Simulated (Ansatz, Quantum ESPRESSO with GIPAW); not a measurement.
# C_Q, η_Q and the second-order shift of 43Ca in CaC2

A plane-wave PAW calculation (PBEsol, Ansatz) gives this electric field gradient, in 10²¹ V/m² and Cartesian axes, at one Ca site of CaC2 (atom 1; CaC12; site symmetry 2/m):

```
      0.9848       -0.1149        0.0000
     -0.1149        0.4039        0.0000
      0.0000        0.0000       -1.3886
```

43Ca has spin 7/2, Q = -0.0408 barn and |γ|/2π = 2.8689 MHz/T. The cell is the Pnnm form of a database entry, atoms relaxed, static and at 0 K. 

**Task.** Find C_Q, η_Q and ν_Q, and the shift and width of the central transition under fast MAS at 16.4 T and 20 T.

1. The tensor is symmetric and traceless. Its eigenvalues, ordered by size, are V_xx = 0.3820, V_yy = 1.0067 and V_zz = -1.3886.

2. η_Q = (V_xx − V_yy)/V_zz = 0.450.

3. C_Q = eQV_zz/h. One unit of 10²¹ V/m² with one barn gives 24.18 MHz, so C_Q = 24.18 × −0.0408 × −1.3886 = 1.370 MHz. A spectrum shows its size, not its sign.

4. ν_Q = 3C_Q/[2I(2I−1)] = 0.098 MHz in size, and P_Q = |C_Q|√(1 + η²/3) = 1.415 MHz.

5. The resonances lie at ν0 = 47.05 and 57.38 MHz, so ν_Q/ν0 is 0.002 at most and second order holds. The centre of gravity moves by δ_Q = −(3/40)(P_Q/ν0)² F × 10⁶ ppm, with F = [I(I+1) − 3/4]/[I²(2I−1)²] = 0.03401: -2.31 ppm at 16.4 T and -1.55 ppm at 20 T.

6. Summing the second-order term over orientations gives a full width of 5.35 ppm (0.25 kHz) and 3.60 ppm (0.21 kHz). In ppm both fall as 1/B²: (16.4/20)² = 0.672. The spinning rate must pass the static width for this shape to show cleanly.

[Banner, clock, file and message-heading lines were taken out of the pw.x and gipaw.x logs.]

[Logs are printed without paths, hosts, clocks, repeated set-up lines and the standing remarks that a program may print on its own settings, such as how far it seeks lower states.]

[Hosts, paths, dates, database ids (printed as entryN), source tags and the programs' standing remarks are cut or masked in the printed files.]
